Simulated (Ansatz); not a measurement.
# How fast states decay through NaYCl2F2, part 2 of 3

A new crystal, NaYCl2F2: structure, gap and complex bands. It is built by putting Cl for part of the F in the NaYF4 structure of space group P4/mmm, with the volume rescaled by atomic radii. The parent structure comes from the Materials Project.

Ansatz 0.2.0; PBE DFT, plane waves, PAW files (the session's first sound run).

So far. Step 2 (Cell and atoms at rest): The largest force component on a free atom ends at 8.6e-4 eV/Å.

The structure was built from a prototype and need not be the compound's stable phase.

## 3. Band edges

The energy window and the wavevectors of the next steps follow from the band edges, so these are searched first, off the mesh as well.

input.yaml reads:

```yaml
crystal:
  lattice:
    - [4.3014161632, 0.0, 0.0]
    - [0.0, 4.3014161632, 0.0]
    - [0.0, 0.0, 6.1645016201]
  atoms:
    - { symbol: Na, position: [0.0, 0.0, -0.0424337143] }
    - { symbol: "Y", position: [0.5, 0.5, 0.5477524586] }
    - { symbol: F, position: [0.5, 0.0, 0.729115934] }
    - { symbol: Cl, position: [0.0, 0.5, 0.2682246939] }
    - { symbol: Cl, position: [0.5, 0.0, 0.2682246939] }
    - { symbol: F, position: [0.0, 0.5, 0.729115934] }
kpoints:
  mp_grid: { grid: [6, 6, 4] }
  band_path: { path: [VBM, CBM], npoints: 30 }
scf:
  occupations: { method: fixed }
hamiltonian:
  xc: pbe
output:
  eigenvalues: true
  write_potential: true
  write_density: true
  volumetric_format: npy
```

The run is started by

```console
ansatz run input.yaml --threads 2 --pin off --max-ram 4096MiB --backend cpu --events-out ev --progress --plain --runs-dir out
```

Numbers of over 12 decimals in the logs are rounded to 6 here.

The log of the run:

```text
[...]
Crystal: 6 atoms, lattice volume = 114.057 Å³
Basis set: ecut = 420 eV, 2213 PW (Γ)
Bands: 30, of which v1, the nominal top of the filled ones, is band 24 counted from 1 (23 counted from 0)
Symmetry: 8 space group operations
[...]
k-points: 30 of 144 (time reversal used)
[...]
SCF iter   1: F=—  HF=-9121.642284 eV  |F-HF|=—  |Δ(HF+E_count)|=         —  Δρ=1.53e-3  dr2=5.85e-3  ethr=1.77e-3  ⟨swp⟩=4.0  Hψ=3379  notcnv=0  defer=100
[...]
SCF iter   7: F=-9121.640337 eV  HF=-9121.640337 eV  |F-HF|=1.57e-8  |Δ(HF+E_count)|=   6.61e-7  Δρ=2.90e-6  dr2=1.18e-8  ethr=2.08e-10  ⟨swp⟩=9.2  Hψ=3244  notcnv=0
SCF 1 converged in 7 iterations: F = -9121.640337 eV  dr2 = 1.18e-8
[...]
NSCF: frozen V_eff on 40 k-points
[...]
SCF converged after 7 iterations
Free energy (F): -9121.640337 eV
[...]
Internal energy: -9121.640337 eV  (E = F + TS)
E sigma→0 (E₀):  -9121.640337 eV
Fermi energy:    5.142142 eV
[...]
--- Band table (eV; the first three rows and the last of 30) ---
  k-point 0: bands = [... 20 lower, 2.4984, 3.4060, 4.3356, 4.3356, 8.0787, 8.5648, 8.6021, 10.4282, ... 2 higher]
  k-point 1: bands = [... 20 lower, 2.0978, 3.1928, 4.3337, 4.3337, 8.1150, 8.6082, 9.1529, 10.4585, ... 2 higher]
  k-point 2: bands = [... 20 lower, 1.6185, 2.9644, 4.3319, 4.3319, 8.1841, 8.6144, 9.9736, 10.4899, ... 2 higher]
  k-point 29: bands = [... 20 lower, 2.3666, 2.3666, 4.3456, 5.1365, 8.5332, 8.7340, 9.3819, 9.3819, ... 2 higher]
```

Wall time 18 s (2 threads of Arm Neoverse V2, shared host); peak memory 0.36 GiB; 36 s of CPU time.

Reading the cycles: dr2 is the Hartree energy of the density residual (eV), the measure of convergence; HF is the Harris–Foulkes estimate of the energy, which meets the free energy F at convergence.

Numbers from this step:

```yaml
fermi_energy: 5.142 eV
gap_on_the_k_mesh: 2.937 eV
gap_on_path: 2.936 eV, by band count; negative where bands overlap
direct_gap_on_path: 3.268 eV
edge_places_on_path: 0, 1.034 1/A along the path
```

The electronic bands at the labelled points (eV, zero at the Fermi level (highest filled level under fixed occupations); v1 is the highest filled band, c1 the lowest empty one):

```
  point     v4     v3     v2     v1    c1    c2    c3    c4
    VBM  -2.34  -2.34  -0.78   0.00  3.27  3.51  4.44  4.44
halfway  -2.50  -2.47  -2.02  -0.56  3.32  3.57  4.58  4.75
    CBM  -2.66  -1.74  -0.81  -0.81  2.94  3.44  3.46  5.29
```

The searched edges give 2.94 eV, as on the mesh.

## 4. Complex bands, plane (110), k-mesh 4×8×8

This step: PBE DFT, plane waves, PAW files; complex bands by layer matching along the plane's normal (Ansatz 0.2.0).

The same crystal is laid in a cell whose first two vectors span the (110) plane (indices of the standard conventional cell, whose axes can be ordered otherwise than in the bulk input). At fixed energy and wavevector in the plane the solver finds all kz, real and complex. A few wavevectors are listed, (0, 0) and (-0.0417, 0) in units of the plane's reciprocal vectors; the slowest state needn't be among them.

input.yaml reads:

```yaml
crystal:
  lattice:
    - [6.16450162, 0.0, 0.0]
    - [0.0, 6.083121075, 0.0]
    - [0.0, 3.041560538, 3.041560538]
  atoms:
    - { symbol: Na, position: [0.9575662857, 0.0, 0.0] }
    - { symbol: "Y", position: [0.5477524586, 0.5, 0.0] }
    - { symbol: F, position: [0.729115934, 0.0, 0.5] }
    - { symbol: Cl, position: [0.2682246939, 0.5, 0.5] }
    - { symbol: Cl, position: [0.2682246939, 0.0, 0.5] }
    - { symbol: F, position: [0.729115934, 0.5, 0.5] }
kpoints:
  mp_grid: { grid: [4, 8, 8] }
scf:
  occupations: { method: fixed }
hamiltonian:
  xc: pbe
output:
  eigenvalues: true
  transmission:
    leads: [[0, 0]]
    kpoints: [[0.0, 0.0], [-0.0417, 0.0]]
    e_range: [-1.0, 3.94]
    de: 0.12
```

The log of the run:

```text
[...]
Crystal: 6 atoms, lattice volume = 114.057 Å³
Basis set: ecut = 420 eV, 2213 PW (Γ)
Bands: 30, of which v1, the nominal top of the filled ones, is band 24 counted from 1 (23 counted from 0)
Symmetry: 8 space group operations
[...]
k-points: 45 of 256 (time reversal used)
[...]
SCF iter   1: F=—  HF=-9121.642358 eV  |F-HF|=—  |Δ(HF+E_count)|=         —  Δρ=1.52e-3  dr2=5.79e-3  ethr=1.77e-3  ⟨swp⟩=4.0  Hψ=5070  notcnv=0  defer=152
[...]
SCF iter   7: F=-9121.640397 eV  HF=-9121.640397 eV  |F-HF|=1.64e-8  |Δ(HF+E_count)|=   7.02e-7  Δρ=3.13e-6  dr2=1.36e-8  ethr=2.08e-10  ⟨swp⟩=9.2  Hψ=4975  notcnv=0
SCF 1 converged in 7 iterations: F = -9121.640397 eV  dr2 = 1.36e-8
[...]
transmission: 5 of 10 steps passed
transmission: 10 of 10 steps passed
SCF converged after 7 iterations
Free energy (F): -9121.640397 eV
[...]
Internal energy: -9121.640397 eV  (E = F + TS)
E sigma→0 (E₀):  -9121.640397 eV
Fermi energy:    5.142118 eV
[...]
--- Band table (eV; the first three rows and the last of 45) ---
  k-point 0: bands = [... 20 lower, 2.4984, 3.4060, 4.3356, 4.3356, 8.0787, 8.5649, 8.6021, 10.4282, ... 2 higher]
  k-point 1: bands = [... 20 lower, 2.5487, 3.3206, 3.5719, 4.4004, 8.2301, 8.6863, 9.0032, 10.0750, ... 2 higher]
  k-point 2: bands = [... 20 lower, 2.6393, 2.6758, 3.1234, 4.5828, 8.4641, 8.7137, 9.7271, 9.8957, ... 2 higher]
  k-point 44: bands = [... 20 lower, 2.2552, 2.4225, 2.6461, 2.7756, 8.5618, 8.9612, 9.5706, 10.4853, ... 2 higher]
--- Transmission ---
  basis      : 329 plane waves across, 5 finite elements along
  points     : 2, as listed
  energies   : 42 from -1.000000 to 3.920000 eV about the Fermi level, 0.120000 eV apart; the leads are filled to 1.468299 eV, and channels, transmission and decay are at 1.520000 eV
  crystal 0  : Na1Y1F2Cl2, at the sites [0, 0], period 3.0416 Å: whole cells are its period
    offset         : up to 0.0000 Å between an atom of the period and one for which it stands
    channels       : 0.000000e0 a spin
    conductance    : none, the energies end too early or step too widely for 300 K: set another output.transmission.e_range or a lower de, or, where they end at an eighth of basis.ecutwfc, a higher one
    slowest decay  : 0.2977 /Å at (0.0000, 0.0000)
```

Wall time 79 s (2 threads); peak memory 0.91 GiB; 2.3 min of CPU time.

Numbers from this step:

* free energy: -9121.6404 eV
* level to which the leads are filled: 1.468 eV from the Fermi level
* decay constant at the filling level, zone centre: 0.2977 Å⁻¹
* decay constant at the filling level, slowest listed point: 0.2977 Å⁻¹

K parallel (0, 0); values up to 1.5 1/Å, a degenerate pair printed once or twice; energies at which all values exceed this have no row. Im kz of the slowest decaying states against energy, zero at the highest filled level on the SCF mesh:

```
energy (eV)  decay 1 (Å⁻¹)  decay 2 (Å⁻¹)  decay 3 (Å⁻¹)  decay 4 (Å⁻¹)
      -1.00          0.429          0.589          0.636          0.666
      -0.76         0.0568         0.0579          0.593          0.670
      -0.64          0.108          0.148          0.594          0.671
      -0.40          0.164          0.266          0.595          0.672
      -0.16          0.201          0.373          0.594          0.670
      -0.04          0.216          0.418          0.593          0.669
       0.20          0.161          0.240          0.487          0.588
       0.32          0.194          0.250          0.512          0.585
       0.56          0.238          0.266          0.552          0.578
       0.80          0.268          0.279          0.568          0.580
       0.92          0.280          0.284          0.563          0.591
       1.16          0.292          0.300          0.550          0.609
       1.40          0.297          0.315          0.534          0.603
       1.52          0.298          0.321          0.524          0.592
       1.76          0.297          0.331          0.502          0.568
       2.00          0.293          0.338          0.474          0.539
       2.12          0.288          0.341          0.457          0.523
       2.36          0.275          0.343          0.412          0.490
       2.60          0.250          0.343          0.348          0.452
       2.72          0.225          0.307          0.342          0.424
       2.96          0.232          0.337          0.337          0.381
       3.08          0.202          0.274          0.333          0.348
       3.32          0.115          0.241          0.321          0.462
       3.56          0.211          0.304          0.408          0.567
       3.68          0.204          0.292          0.315          0.416
       3.92          0.260          0.347          0.361          0.424
```

K parallel (-0.0417, 0); values up to 1.5 1/Å, a degenerate pair printed once or twice; energies at which all values exceed this have no row. The Im kz of the slowest decaying states by energy, zero at the highest filled level on the SCF mesh:

```
energy (eV)  decay 1 (Å⁻¹)  decay 2 (Å⁻¹)  decay 3 (Å⁻¹)  decay 4 (Å⁻¹)
      -1.00          0.429          0.589          0.637          0.667
      -0.76         0.0572         0.0580          0.594          0.671
      -0.64          0.108          0.148          0.595          0.672
      -0.40          0.164          0.266          0.596          0.673
      -0.16          0.201          0.373          0.594          0.672
      -0.04          0.216          0.418          0.593          0.671
       0.20          0.161          0.240          0.487          0.589
       0.32          0.194          0.250          0.512          0.586
       0.56          0.238          0.267          0.552          0.578
       0.80          0.268          0.279          0.569          0.580
       0.92          0.280          0.285          0.563          0.591
       1.16          0.292          0.300          0.550          0.609
       1.40          0.297          0.315          0.533          0.606
       1.52          0.298          0.321          0.524          0.596
       1.76          0.298          0.331          0.502          0.572
       2.00          0.293          0.338          0.474          0.543
       2.12          0.289          0.340          0.456          0.528
       2.36          0.276          0.343          0.412          0.494
       2.60          0.250          0.343          0.349          0.456
       2.72          0.225          0.309          0.342          0.425
       2.96          0.237          0.336          0.339          0.384
       3.08          0.207          0.276          0.332          0.351
       3.32          0.125          0.244          0.321          0.462
       3.56          0.210          0.303          0.406          0.568
       3.68          0.204          0.291          0.316          0.414
       3.92          0.259          0.347          0.364          0.422
```

At the listed wavevectors the last open channel is at -0.04 eV and the next at +2.96 eV on the grid. At +1.52 eV, the grid energy nearest the filling level (the middle of the gap on the SCF mesh), the slowest state at the listed wavevectors decays with κ = 0.298 Å⁻¹, its amplitude falling by e over 3.4 Å. Through 1 nm of this crystal that state's transmission falls by exp(−2 × 0.298 Å⁻¹ × 10 Å) = 0.0026.

## 5. Complex bands, plane (001), k-mesh 6×6×4

The same for the (001) plane, at (0, 0), (-0.5, -0.5) and (0.5, 0), to see how the decay depends on direction.

input.yaml reads:

```yaml
crystal:
  lattice:
    - [4.301416163, 0.0, 0.0]
    - [0.0, 4.301416163, 0.0]
    - [0.0, 0.0, 6.16450162]
  atoms:
    - { symbol: Na, position: [0.0, 0.0, 0.9575662857] }
    - { symbol: "Y", position: [0.5, 0.5, 0.5477524586] }
    - { symbol: F, position: [0.5, 0.0, 0.729115934] }
    - { symbol: Cl, position: [0.0, 0.5, 0.2682246939] }
    - { symbol: Cl, position: [0.5, 0.0, 0.2682246939] }
    - { symbol: F, position: [0.0, 0.5, 0.729115934] }
kpoints:
  mp_grid: { grid: [6, 6, 4] }
scf:
  occupations: { method: fixed }
hamiltonian:
  xc: pbe
output:
  eigenvalues: true
  transmission:
    leads: [[0, 0]]
    kpoints: [[0.0, 0.0], [-0.5, -0.5], [0.5, 0.0]]
    e_range: [-1.0, 3.94]
    de: 0.08
```

The log of the run:

```text
[...]
Crystal: 6 atoms, lattice volume = 114.057 Å³
Basis set: ecut = 420 eV, 2213 PW (Γ)
Bands: 30, of which v1, the nominal top of the filled ones, is band 24 counted from 1 (23 counted from 0)
Symmetry: 8 space group operations
[...]
k-points: 30 of 144 (time reversal used)
[...]
SCF iter   1: F=—  HF=-9121.642284 eV  |F-HF|=—  |Δ(HF+E_count)|=         —  Δρ=1.53e-3  dr2=5.85e-3  ethr=1.77e-3  ⟨swp⟩=4.0  Hψ=3379  notcnv=0  defer=100
[...]
SCF iter   7: F=-9121.640337 eV  HF=-9121.640337 eV  |F-HF|=1.57e-8  |Δ(HF+E_count)|=   6.61e-7  Δρ=2.90e-6  dr2=1.18e-8  ethr=2.08e-10  ⟨swp⟩=9.2  Hψ=3244  notcnv=0
SCF 1 converged in 7 iterations: F = -9121.640337 eV  dr2 = 1.18e-8
[...]
transmission: 10 of 30 steps passed
transmission: 20 of 30 steps passed
transmission: 30 of 30 steps passed
SCF converged after 7 iterations
Free energy (F): -9121.640337 eV
[...]
Internal energy: -9121.640337 eV  (E = F + TS)
E sigma→0 (E₀):  -9121.640337 eV
Fermi energy:    5.142142 eV
[...]
--- Band table (eV; the first three rows and the last of 30) ---
  k-point 0: bands = [... 20 lower, 2.4984, 3.4060, 4.3356, 4.3356, 8.0787, 8.5648, 8.6021, 10.4282, ... 2 higher]
  k-point 1: bands = [... 20 lower, 2.0978, 3.1928, 4.3337, 4.3337, 8.1150, 8.6082, 9.1529, 10.4585, ... 2 higher]
  k-point 2: bands = [... 20 lower, 1.6185, 2.9644, 4.3319, 4.3319, 8.1841, 8.6144, 9.9736, 10.4899, ... 2 higher]
  k-point 29: bands = [... 20 lower, 2.3666, 2.3666, 4.3456, 5.1365, 8.5332, 8.7340, 9.3819, 9.3819, ... 2 higher]
--- Transmission ---
  basis      : 161 plane waves across, 10 finite elements along
  points     : 3, as listed
[...]
crystal 0  : Cl2Y1F2Na1, at the sites [0, 0], period 6.1645 Å: whole cells are its period
[...]
channels       : 0.000000e0 a spin
[...]
slowest decay  : 0.3753 /Å at (0.0000, 0.0000)
```

Run time: 36 s. Hardware: 2 threads; peak memory 0.52 GiB; 54 s of CPU time.

Numbers from this step:

```
free energy                                               : -9121.6403 eV
decay constant at the filling level, zone centre          : 0.3753 Å⁻¹
decay constant at the filling level, slowest listed point : 0.3753 Å⁻¹
```

[end of part 2 of 3]

[Logs are printed without paths, hosts, clocks, repeated set-up lines and the standing remarks that a program may print on its own settings, such as how far it seeks lower states.]

[Hosts, paths, dates, database ids (printed as entryN), source tags and the programs' standing remarks are cut or masked in the printed files.]
